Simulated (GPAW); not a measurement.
# MnGa7N8 (GaN32 Mn2 d3p18): which magnetic order is lowest, part 2 of 2

A self-consistent run ends on one state, which hangs on the start. Several orders of MnGa7N8 (GaN32 Mn2 d3p18) are started in GPAW and their energies compared.

GPAW 26.7.0; PBE with U = 4 eV on Mn d; plane waves with GPAW's PAW setups, scalar-relativistic.

So far. Step 2 (Order 1, typed as ferro ++): After 33 cycles the largest moment stands at 3.95 μB.

## (3) Run 2 (antiferro +-)

Another pattern of signs weighs the neighbour shells otherwise.

The input, order2.py:

```python
import json
import numpy as np
from ase import Atoms
from ase.parallel import paropen, parprint
from gpaw import GPAW

atoms = Atoms(['Mn', 'N', 'Mn', 'N', 'Ga', 'N', 'Ga', 'N', 'Ga', 'N', 'Ga', 'N', 'Ga', 'N', 'Ga', 'N', 'Ga', 'N', 'Ga', 'N', 'Ga', 'N', 'Ga', 'N', 'Ga', 'N', 'Ga', 'N', 'Ga', 'N', 'Ga', 'N'],
    cell=[[6.378, 0.0, 0.0],
         [-3.189, 5.52351, 0.0],
         [0.0, 0.0, 10.37]],
    scaled_positions=[[0.0, 0.0, 0.0],
         [0.166667, 0.333333, 0.0615],
         [0.166667, 0.333333, 0.25],
         [0.0, 0.0, 0.3115],
         [0.0, 0.0, 0.5],
         [0.166667, 0.333333, 0.5615],
         [0.166667, 0.333333, 0.75],
         [0.0, 0.0, 0.8115],
         [0.0, 0.5, 0.0],
         [0.166667, 0.833333, 0.0615],
         [0.166667, 0.833333, 0.25],
         [0.0, 0.5, 0.3115],
         [0.0, 0.5, 0.5],
         [0.166667, 0.833333, 0.5615],
         [0.166667, 0.833333, 0.75],
         [0.0, 0.5, 0.8115],
         [0.5, 0.0, 0.0],
         [0.666667, 0.333333, 0.0615],
         [0.666667, 0.333333, 0.25],
         [0.5, 0.0, 0.3115],
         [0.5, 0.0, 0.5],
         [0.666667, 0.333333, 0.5615],
         [0.666667, 0.333333, 0.75],
         [0.5, 0.0, 0.8115],
         [0.5, 0.5, 0.0],
         [0.666667, 0.833333, 0.0615],
         [0.666667, 0.833333, 0.25],
         [0.5, 0.5, 0.3115],
         [0.5, 0.5, 0.5],
         [0.666667, 0.833333, 0.5615],
         [0.666667, 0.833333, 0.75],
         [0.5, 0.5, 0.8115]],
    pbc=True,
    magmoms=[4.5, 0.0, -4.5, 0.0, 0.0, 0.0, 0.0, 0.0, 0.0, 0.0, 0.0, 0.0, 0.0, 0.0, 0.0, 0.0, 0.0, 0.0, 0.0, 0.0, 0.0, 0.0, 0.0, 0.0, 0.0, 0.0, 0.0, 0.0, 0.0, 0.0, 0.0, 0.0])
atoms.calc = GPAW(mode={'name': 'pw', 'ecut': 600},
    xc='PBE',
    kpts={'size': (5, 5, 3), 'gamma': True},
    occupations={'name': 'fermi-dirac', 'width': 0.05},
    convergence={'density': 1e-05, 'energy': 1e-05},
    maxiter=200,
    mixer={'name': 'pulay', 'beta': 0.05, 'nmaxold': 6, 'weight': 50},
    setups={'Mn': ':d,4.0'},
    symmetry={'tolerance': 1e-4},
    txt='order2.txt')
e = atoms.get_potential_energy(force_consistent=True)
res = {'free_energy': e, 'energy_sigma0': atoms.get_potential_energy(), 'fermi_energy': atoms.calc.get_fermi_level()}
res['moments'] = atoms.get_magnetic_moments().tolist()
res['total'] = atoms.get_magnetic_moment()
parprint('site moments (muB):', np.round(res['moments'], 3))
parprint(f"total moment: {res['total']:.3f} muB")
parprint(f'free energy: {e:.6f} eV')
atoms.calc.write('order2.gpw')
with paropen('results.json', 'w') as f:
    json.dump(res, f)
```

Command:

```sh
> OMP_NUM_THREADS=1 mpirun -n 4 gpaw python order2.py > order2.log
```

Output:

```text
site moments (muB): [ 3.896e+00 -4.700e-02 -3.922e+00  5.100e-02 -7.000e-03  3.000e-03
  4.000e-03 -7.000e-03  8.000e-03 -5.400e-02 -5.000e-03  5.000e-02
 -7.000e-03  0.000e+00  4.000e-03 -2.000e-03  1.200e-02 -2.000e-03
 -1.300e-02  3.000e-03  1.000e-03 -1.000e-03 -0.000e+00 -2.000e-03
  8.000e-03 -5.400e-02 -5.000e-03  5.000e-02 -7.000e-03  0.000e+00
  4.000e-03 -2.000e-03]
total moment: -0.070 muB
free energy: -197.926815 eV

--- order2.txt ---
Input parameters:
  mode=PW(ecut=600),
  convergence={'density': 1e-05, 'energy': 1e-05},
  kpts=MonkhorstPack(size=(5, 5, 3), gamma=True),
  maxiter=200,
  mixer=Pulay(name='pulay', nmaxold=6, beta=0.05, weight=50, sigma=0.015, g_ss=None),
  occupations=Occupations(name='fermi-dirac', width=0.05),
  setups={'Mn': ':d,4.0'},
  symmetry=Symmetry(tolerance=0.0001),
  xc=XC(name='PBE')

Diagonalizing LCAO Hamiltonian
Converting LCAO to pw mode

          Ga      Ga
         N       N
           NGa     NGa
          N       N
            N       N
         Ga      Ga
           Ga      Ga
         NGa     NGa
            Mn      Ga
          NN      NN

         Ga N    Ga N
           Mn      Ga

Atoms  # Å, Bohr magnetons
|    | symbol |         x |        y |        z |    initial magnetic moments |
|----|--------|-----------|----------|----------|-----------------------------|
|  0 |     Mn |  0.000000 | 0.000000 | 0.000000 | ( 0.0000,  0.0000,  4.5000) |
|  1 |      N |  0.000003 | 1.841168 | 0.637755 | ( 0.0000,  0.0000,  0.0000) |
|  2 |     Mn |  0.000003 | 1.841168 | 2.592500 | ( 0.0000,  0.0000, -4.5000) |
|  3 |      N |  0.000000 | 0.000000 | 3.230255 | ( 0.0000,  0.0000,  0.0000) |
|  4 |     Ga |  0.000000 | 0.000000 | 5.185000 | ( 0.0000,  0.0000,  0.0000) |
|  5 |      N |  0.000003 | 1.841168 | 5.822755 | ( 0.0000,  0.0000,  0.0000) |
|  6 |     Ga |  0.000003 | 1.841168 | 7.777500 | ( 0.0000,  0.0000,  0.0000) |
|  7 |      N |  0.000000 | 0.000000 | 8.415255 | ( 0.0000,  0.0000,  0.0000) |
|  8 |     Ga | -1.594500 | 2.761755 | 0.000000 | ( 0.0000,  0.0000,  0.0000) |
|  9 |      N | -1.594497 | 4.602923 | 0.637755 | ( 0.0000,  0.0000,  0.0000) |
| 10 |     Ga | -1.594497 | 4.602923 | 2.592500 | ( 0.0000,  0.0000,  0.0000) |
| 11 |      N | -1.594500 | 2.761755 | 3.230255 | ( 0.0000,  0.0000,  0.0000) |
| 12 |     Ga | -1.594500 | 2.761755 | 5.185000 | ( 0.0000,  0.0000,  0.0000) |
| 13 |      N | -1.594497 | 4.602923 | 5.822755 | ( 0.0000,  0.0000,  0.0000) |
| 14 |     Ga | -1.594497 | 4.602923 | 7.777500 | ( 0.0000,  0.0000,  0.0000) |
| 15 |      N | -1.594500 | 2.761755 | 8.415255 | ( 0.0000,  0.0000,  0.0000) |
| 16 |     Ga |  3.189000 | 0.000000 | 0.000000 | ( 0.0000,  0.0000,  0.0000) |
| 17 |      N |  3.189003 | 1.841168 | 0.637755 | ( 0.0000,  0.0000,  0.0000) |
| 18 |     Ga |  3.189003 | 1.841168 | 2.592500 | ( 0.0000,  0.0000,  0.0000) |
| 19 |      N |  3.189000 | 0.000000 | 3.230255 | ( 0.0000,  0.0000,  0.0000) |
| 20 |     Ga |  3.189000 | 0.000000 | 5.185000 | ( 0.0000,  0.0000,  0.0000) |
| 21 |      N |  3.189003 | 1.841168 | 5.822755 | ( 0.0000,  0.0000,  0.0000) |
| 22 |     Ga |  3.189003 | 1.841168 | 7.777500 | ( 0.0000,  0.0000,  0.0000) |
| 23 |      N |  3.189000 | 0.000000 | 8.415255 | ( 0.0000,  0.0000,  0.0000) |
| 24 |     Ga |  1.594500 | 2.761755 | 0.000000 | ( 0.0000,  0.0000,  0.0000) |
| 25 |      N |  1.594503 | 4.602923 | 0.637755 | ( 0.0000,  0.0000,  0.0000) |
| 26 |     Ga |  1.594503 | 4.602923 | 2.592500 | ( 0.0000,  0.0000,  0.0000) |
| 27 |      N |  1.594500 | 2.761755 | 3.230255 | ( 0.0000,  0.0000,  0.0000) |
| 28 |     Ga |  1.594500 | 2.761755 | 5.185000 | ( 0.0000,  0.0000,  0.0000) |
| 29 |      N |  1.594503 | 4.602923 | 5.822755 | ( 0.0000,  0.0000,  0.0000) |
| 30 |     Ga |  1.594503 | 4.602923 | 7.777500 | ( 0.0000,  0.0000,  0.0000) |
| 31 |      N |  1.594500 | 2.761755 | 8.415255 | ( 0.0000,  0.0000,  0.0000) |

Unit cell  # Å
| periodic |         x |        y |         z |   lengths |     angles |
|----------|-----------|----------|-----------|-----------|------------|
|      yes |  6.378000 | 0.000000 |  0.000000 |  6.378000 |  90.000000 |
|      yes | -3.189000 | 5.523510 |  0.000000 |  6.378000 |  90.000000 |
|      yes |  0.000000 | 0.000000 | 10.370000 | 10.370000 | 120.000000 |

Number of symmetries: 2

BZ-sampling:
  Number of BZ points: 75
  Number of IBZ points: 24

  Monkhorst-Pack size: [5, 5, 3]
  Monkhorst-Pack shift: [0, 0, 0]

Plane wave coefficients: 12263
Cutoff: 600.0 eV

Spin-components: 2 (collinear spins)
Bands:           96
Projectors:      162
Spin-degeneracy: 1
Datatype:        complex128

Parallelization:
  kpt:    4
  domain: 1
  band:   1

Density:
  Valence electrons: 152.0
  Components: 2
  Grid points: [40 40 60]
  Charge: 0.0  # |e|

Potential:
  Grid points: [40 40 60]

[... setups left out ...]
Reference energy: -827121.121619  # eV

eigensolver:
  PPCG
  Converge bands: occupied
  niter=2

density mixing:
  Pulay-Mixer
  Linear mixing parameters: 0.05
  Old densities: 6
  Fourier metric: weight=50, sigma=0.015

occupation numbers:
  Fermi-Dirac:
    width: 0.0500  # eV

poisson solver:
  ecut: 4800.0  # eV

xc functional:
  name: PBE with 2 nearest neighbor stencil

convergence criteria:
- Maximum integral of absolute [dens]ity change: 1e-05 electrons / valence electron
- Maximum [total energy] change in last 3 cyles: 1e-05 eV / valence electron
- Maximum integral of absolute [eigenst]ate change: 4e-08 eV^2 / valence electron
maximum number of iterations: 200

SCF iterations
|iter     |      energy | eigst |  dens |  magmom |
|---------|-------------|-------|-------|---------|
|iter:   1|       0s | -225.080518 | +0.17 |       |  +0.0000|
|iter:   2|      31s | -217.674453 | -0.97 | -0.63 |  -0.0006|
|iter:   3|      62s | -197.745208 | +0.38 | -0.68 |  -0.0233|
|iter:   4|      92s | -197.960340 | -1.04 | -1.14 |  -0.0330|
|iter:   5|     123s | -197.902635 | -1.71 | -1.18 |  -0.0542|
|iter:   6|     154s | -197.948395 | -1.37 | -1.30 |  -0.0756|
|iter:   7|     185s | -197.918556 | -2.22 | -1.48 |  -0.0924|
|iter:   8|     217s | -197.899397 | -2.08 | -1.91 |  -0.0940|
|iter:   9|     248s | -197.894936 | -3.01 | -2.33 |  -0.0907|
|iter:  10|     280s | -197.897953 | -3.48 | -2.44 |  -0.0924|
[... 16 iterations left out ...]
|iter:  27|     812s | -197.904649c| -6.72 | -4.12 |  -0.0699|
|iter:  28|     843s | -197.904655c| -7.55c| -4.42 |  -0.0698|
|iter:  29|     859s | -197.904657c| -8.10c| -4.50 |  -0.0699|
|iter:  30|     874s | -197.904668c| -7.82c| -4.54 |  -0.0699|
|iter:  31|     889s | -197.904668c| -7.96c| -4.61 |  -0.0699|
|iter:  32|     904s | -197.904671c| -7.79c| -4.66 |  -0.0700|
|iter:  33|     919s | -197.904670c| -7.96c| -4.73 |  -0.0700|
|iter:  34|     934s | -197.904673c| -7.85c| -4.77 |  -0.0701|
|iter:  35|     966s | -197.904686c| -7.40c| -4.85 |  -0.0702|
|iter:  36|     981s | -197.904687c| -8.24c| -5.01c|  -0.0701|

Converged in 36 steps
Energy contributions relative to reference atoms: (reference = -827121.121619)

Energy contributions:
  Kinetic:         525.708816
  Coulomb:        -456.378462
  Zero:              0.948528
  External:          0.000000
  Xc:             -268.161442
  Entropy:          -0.044256
  Spinorbit:         0.000000
  ----------------------------
  Free energy:    -197.926815
  Extrapolated:   -197.904687

dipole moment: (-79.573118, -99.476879, -114.169966)  # |e|*Ang

Total magnetic moment: (0.000000, 0.000000, -0.070148)

Local magnetic moments
|        x |        y |         z |
|----------|----------|-----------|
| 0.000000 | 0.000000 |  3.895654 |  # Mn   0
| 0.000000 | 0.000000 | -0.047299 |  # N    1
| 0.000000 | 0.000000 | -3.921869 |  # Mn   2
| 0.000000 | 0.000000 |  0.051005 |  # N    3
| 0.000000 | 0.000000 | -0.007437 |  # Ga   4
| 0.000000 | 0.000000 |  0.002609 |  # N    5
| 0.000000 | 0.000000 |  0.003756 |  # Ga   6
| 0.000000 | 0.000000 | -0.006725 |  # N    7
| 0.000000 | 0.000000 |  0.007659 |  # Ga   8
| 0.000000 | 0.000000 | -0.053519 |  # N    9
| 0.000000 | 0.000000 | -0.004859 |  # Ga  10
| 0.000000 | 0.000000 |  0.049939 |  # N   11
[...]
| 0.000000 | 0.000000 |  0.007659 |  # Ga  24
| 0.000000 | 0.000000 | -0.053519 |  # N   25
| 0.000000 | 0.000000 | -0.004859 |  # Ga  26
| 0.000000 | 0.000000 |  0.049939 |  # N   27
| 0.000000 | 0.000000 | -0.007245 |  # Ga  28
| 0.000000 | 0.000000 |  0.000132 |  # N   29
| 0.000000 | 0.000000 |  0.004359 |  # Ga  30
| 0.000000 | 0.000000 | -0.002164 |  # N   31

Fermi level: 7.187
Eigenvalues  # (at kpt = [0.000, 0.000, 0.000])
| band index |      eig [eV] | occ [0-1] |      eig [eV] | occ [0-1] |
|------------|---------------|-----------|---------------|-----------|
|          0 |       -73.534 |     1.000 |       -73.507 |     1.000 |
|        ... |               |           |               |           |
|         67 |         5.655 |     1.000 |         5.554 |     1.000 |
|         68 |         5.682 |     1.000 |         5.592 |     1.000 |
|         69 |         5.706 |     1.000 |         5.722 |     1.000 |
|         70 |         5.810 |     1.000 |         5.735 |     1.000 |
|         71 |         5.868 |     1.000 |         5.838 |     1.000 |
|         72 |         6.241 |     1.000 |         6.218 |     1.000 |
|         73 |         6.258 |     1.000 |         6.247 |     1.000 |
|         74 |         7.027 |     0.961 |         6.946 |     0.992 |
|         75 |         7.659 |     0.000 |         7.645 |     0.000 |
|         76 |         7.677 |     0.000 |         7.654 |     0.000 |
|         77 |         8.597 |     0.000 |         8.596 |     0.000 |
|         78 |        10.524 |     0.000 |        10.530 |     0.000 |
|         79 |        10.580 |     0.000 |        10.548 |     0.000 |
|         80 |        10.615 |     0.000 |        10.641 |     0.000 |
|         81 |        10.778 |     0.000 |        10.766 |     0.000 |
|         82 |        10.783 |     0.000 |        10.790 |     0.000 |
|        ... |               |           |               |           |
|         95 |        12.552 |     0.000 |        12.543 |     0.000 |

No gap
No difference between direct/indirect transitions
```

Elapsed: 17 min, on 4 MPI ranks of Arm Neoverse V2, shared host; peak memory 2.9 GiB; 69 min of CPU time.

Spin moment in the augmentation sphere by element, in μB:

```csv
element,atoms,mean,spread (r.m.s.),least,largest
Mn,2,-0.01,3.91,-3.92,3.90
N,16,0.00,0.03,-0.05,0.05
Ga,14,0.00,0.01,-0.01,0.01
```

The atoms farthest from the mean of their element:

```csv
atom,"x, y, z (Å)",spin moment in the augmentation sphere (μB)
Mn1,"0.00, 0.00, 0.00",3.90
Mn3,"0.00, 1.84, 2.59",-3.92
N10,"-1.59, 4.60, 0.64",-0.05
N26,"1.59, 4.60, 0.64",-0.05
N4,"0.00, 0.00, 3.23",0.05
N12,"-1.59, 2.76, 3.23",0.05
N28,"1.59, 2.76, 3.23",0.05
N2,"0.00, 1.84, 0.64",-0.05
```

This step gave:

```yaml
magnetization: -0.07015 μB
final_state: antiferromagnetic
```

It lies 150 meV a seeded atom over the first start, and its largest moment is 3.92 μB against 3.95 μB.

## (4) Ranking

These are free energies at a smearing of 0.05 eV, so its entropy term is in the differences. They are divided by the number of seeded atoms, so that cells of unlike size compare.

Orders:

```csv
start,final state,typed order kept,energy over the lowest (meV a seeded atom),largest site moment (μB),net moment (μB a primitive cell),mesh matched,CPU time (s)
ferro ++,ferromagnetic,yes,0,3.951,8,yes,3985
antiferro +-,antiferromagnetic,yes,150,3.922,0.07015,yes,4146
```

## (5) Results

```yaml
lowest_state_found: ferromagnetic (typed ferro ++)
largest_site_moment: 3.95 μB
next_state: antiferromagnetic, 150 meV a seeded atom higher
```

**Reading.** The lowest state found is ferromagnetic, reached from the start ferro ++, with moments up to 3.95 μB. The next state costs 150 meV a seeded atom. This is the lowest of 2 finished starts, no proof of the ground state.

[Logs and program files are shortened in this print: banners, set-up blocks, solver, clock and traceback lines can be left out without a mark of their own.]

[Logs are printed without paths, hosts, clocks, repeated set-up lines and the standing remarks that a program may print on its own settings, such as how far it seeks lower states.]

[Hosts, paths, dates, database ids (printed as entryN), source tags and the programs' standing remarks are cut or masked in the printed files.]

[Where a cell is said to come from a database of computed structures, the database is the Materials Project.]
